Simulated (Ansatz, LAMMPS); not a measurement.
# Settings and their price: glassy 54SiO2-34B2O3-6CaO-6Na2O (mol %) (127 atoms)

Density of this cell: 2.40 g/cm³. The cell holds 127 atoms: 19 Si, 24 B, 2 Ca, 4 Na and 78 O. Cell: a = 11.532 Å, b = 11.532 Å, c = 11.532 Å, α = 90.0°, β = 90.0°, γ = 90.0°. 127 atoms (19 Si, 24 B, 2 Ca, 4 Na, 78 O) placed at random at 2.17 g/cm³, melted at 3000 K for 20 ps at fixed volume with the Buckingham and Coulomb pair potential of Guillot and Sator (Geochim. Cosmochim. Acta 71, 1249 (2007)) with the boron terms of Wang et al. (J. Non-Cryst. Solids 498, 294 (2018)). Quenched from 3000 K to 300 K at 50 K/ps and fixed volume, held 10 ps at zero pressure, then minimised at fixed cell.

Geometry: as built.

Reference run: Kohn-Sham DFT, PBE, PAW (set soft_2), plane waves (Ansatz 0.2.0), cutoff 750 eV, Γ point, fixed occupations.

| Property | Result |
| --- | --- |
| r.m.s. force component | 0.9422 eV/Å |
| gap (highest filled to lowest empty level) | 1.967 eV |
| SCF cycles | 10 |
| time | 36 s on 4 threads of Arm Neoverse V2, shared host |

**Question.** The same geometry is run again with each of these changes. How far do the results move, and how long does each run take?
- support functions medium
- support functions low
- support functions medium, radius 3.45 Å
- support functions medium, radius 3.74 Å

Differences are against the run with plane waves at 750 eV (Kohn-Sham DFT, PBE, PAW (set soft_2), plane waves), whose r.m.s. force component is 0.942 eV/Å. Energies are set beside the reference only for runs with its functional, potentials and electron count. Times are for 4 threads of Arm Neoverse V2, shared host.

```tsv
run	Δ force, r.m.s. (meV/Å)	share of r.m.s. force (%)	Δ energy (meV/atom)	Δ gap (eV)	cycles	time	host memory (GiB)
reference	-	-	-	-	10	36 s	4.5
support functions medium	0.373	0.0396	-0.864	-8.0e-4	14	2.4 min	5.3
support functions low	0.578	0.0613	-0.863	-8.0e-4	12	2.1 min	5.3
support functions medium, radius 3.45 Å	0.418	0.0443	-0.865	-9.0e-4	14	2.3 min	5.1
support functions medium, radius 3.74 Å	0.301	0.032	-0.864	-7.0e-4	14	2.8 min	5.7
```

Among numerical settings the force difference runs from 0.30 meV/Å (support functions medium, radius 3.74 Å) to 0.58 meV/Å (support functions low). At 127 atoms the fastest of the runs at a preset level, support functions low, takes 3.6 times the time of plane waves, in 12 SCF cycles against 10. Differences between support functions and plane waves include what basis error the plane-wave run still has. 

[Logs are printed without paths, hosts, clocks, repeated set-up lines and the standing remarks that a program may print on its own settings, such as how far it seeks lower states.]

[Hosts, paths, dates, database ids (printed as entryN), source tags and the programs' standing remarks are cut or masked in the printed files.]
